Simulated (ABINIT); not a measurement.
**TePb (Fm-3m): one start, several treatments of the self-energy**

It takes space group Fm-3m (No. 225, cubic). Conventional cell: a = 6.462 Å, b = 6.462 Å, c = 6.462 Å, α = 90.00°, β = 90.00°, γ = 90.00°. Nearest to Te lie 6 Pb at 3.23 Å. Pb has 6 Te at 3.23 Å nearest. Farther neighbours, and contacts between anions beyond the nearest, are not listed.

| Item | Value |
| --- | --- |
| method | RPA screening on PBE, plane waves, norm-conserving pseudopotentials (and 3 further levels or steps) |
| program | ABINIT 10.8.3 |
| settings | cutoff 34 Ha, PseudoDojo scalar-relativistic 0.4.1 standard, norm-conserving, ngkpt (4, 4, 4), nband 296, ecuteps 8.4 Ha, inclvkb 2, shiftk (0, 0, 0), symchi 1, awtr 1, frequency ppm, 4×4×4 k-mesh |
| cost | 7 runs, 12 min in all on 4 MPI ranks of Arm Neoverse V1, shared host |
| notes | The cell and positions come from the Crystallography Open Database and are kept as given unless a step says otherwise. Limits: mesh may overstate the screening; no spin-orbit coupling. The 4×4×4 mesh is coarse for this cell, which bears on the long-range parts of exchange and screening. The norm-conserving file of at least one element keeps a d shell over frozen s and p shells of the same row. Exchange with those shells is missing from the self-energy, an error of 0.3 to 0.9 eV in cases checked, whose sign depends on which edge lies on those atoms. For the PBE start: The RPA ε∞ on this mesh reaches over 25; with a narrow direct gap a coarse mesh can overstate it, and the correction is then too small. |
| G0W0, Godby-Needs plasmon pole | 1.117 eV |
| G0W0, Hybertsen-Louie plasmon pole | 1.006 eV |
| G0W0, von der Linden-Horsch plasmon pole | 1.134 eV |
| G0W0, Engel-Farid plasmon pole | 1.161 eV |
| one-shot Hartree-Fock | 4.980 eV |
| known limits | short of the basis limit; exchange with frozen shells missing; mesh may overstate the screening; no spin-orbit coupling; coarse k mesh |

G0W0, Hybertsen-Louie plasmon pole: −0.111 eV against G0W0, Godby-Needs plasmon pole. G0W0, von der Linden-Horsch plasmon pole: +0.017 eV against G0W0, Godby-Needs plasmon pole.

[Paths, hosts, dates, memory and timing lines, banners, echoed tables and standing remarks are left out of the program output; an Ansatz launch command may be rebuilt from the run's recorded settings. Measured values are a selection of at most five: reports struck by readers or far from the other reports are left out. None is set beside runs whose start may be inverted or whose files or cutoffs have a known fault.]

[Runs of the session that timed out or met a known fault of the program may be left out.]

[Hosts, paths, dates, database ids (printed as entryN), source tags and the programs' standing remarks are cut or masked in the printed files.]

[G0W0 gaps are taken among the corrected bands and points alone; a level outside them can change the order at an edge.]

[Where Ansatz stands beside ABINIT at settings called matched, ABINIT's density can come from a denser mesh and the files from another edition; pairs whose starting gaps differed by over 0.03 eV were left out, so agreement reads better than it is.]
